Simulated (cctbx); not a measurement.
# Resonant diffraction in MnZn2MoO6

Space group P2_1/c (no. 14), a = 5.2510 Å, b = 5.3890 Å, c = 9.6574 Å, α = 90.00°, β = 122.91°, γ = 90.00°.

| atom | mult. | x | y | z | Ueq (Å²) |
| --- | --- | --- | --- | --- | --- |
| Mo1 | 2 | 1/2 | 0 | 0 | 0.0162 |
| Zn1 | 4 | 0.2614 | 0.9392 | 0.2482 | 0.0137 |
| Mn1 | 2 | 0 | 0 | 1/2 | 0.0161 |
| O1 | 4 | 0.8764 | 0.4280 | 0.7375 | 0.0290 |
| O2 | 4 | 0.6179 | 0.1951 | 0.4239 | 0.0240 |
| O3 | 4 | 0.2571 | 0.1811 | 0.0697 | 0.0227 |

The model is made up (kin elements in a known structure type, no relaxation), so it says nothing on whether the phase exists.

Calculated with cctbx: free-atom f′ and f″ from the Sasaki tables, no fine structure; amplitudes in electrons.

| E (eV) | F 2 0 0 | F 0 2 0 | F 0 2 2 | F 1 1 2 |
| --- | --- | --- | --- | --- |
| 9059 | 7.4 | 144.8 | 11.3 | 50.4 |
| 9409 | 5.9 | 142.5 | 13.0 | 49.2 |
| 9539 | 6.1 | 140.6 | 14.7 | 48.2 |
| 9599 | 7.4 | 138.6 | 16.4 | 47.2 |
| 9629 | 9.3 | 136.7 | 18.3 | 46.2 |
| 9644 | 11.7 | 134.7 | 20.1 | 45.1 |
| 9651 | 13.9 | 132.8 | 21.8 | 44.2 |
| 9655 | 16.5 | 130.9 | 23.7 | 43.2 |
| 9663 | 17.5 | 131.5 | 23.4 | 43.4 |
| 9667 | 14.8 | 133.7 | 21.3 | 44.5 |
| 9674 | 12.6 | 135.6 | 19.4 | 45.5 |
| 9689 | 10.3 | 137.7 | 17.3 | 46.5 |
| 9719 | 8.4 | 139.8 | 15.2 | 47.6 |
| 9809 | 7.1 | 142.5 | 12.6 | 49.0 |
| 10059 | 7.8 | 145.6 | 9.5 | 50.7 |

**Question.** Which edge is crossed, and why do the reflections move as they do?

The K edge of Zn. The edge is at 9659 eV. f′ of Zn falls from -4.0 e at 9539 eV to -7.6 e at 4 eV below it, and f″ steps from 0.49 to 3.89 e across it. Over that approach |F| changes by +170 % (2 0 0), -7 % (0 2 0), +61 % (0 2 2) and -10 % (1 1 2): a reflection falls where Zn scatters in phase with the total and rises where it scatters against it; it hardly moves where the Zn term is small or cancels by symmetry. Above the edge the larger f″ enters the imaginary part, where it can add to or cancel the other atoms' f″. The structure is centrosymmetric, so Friedel mates stay equal.
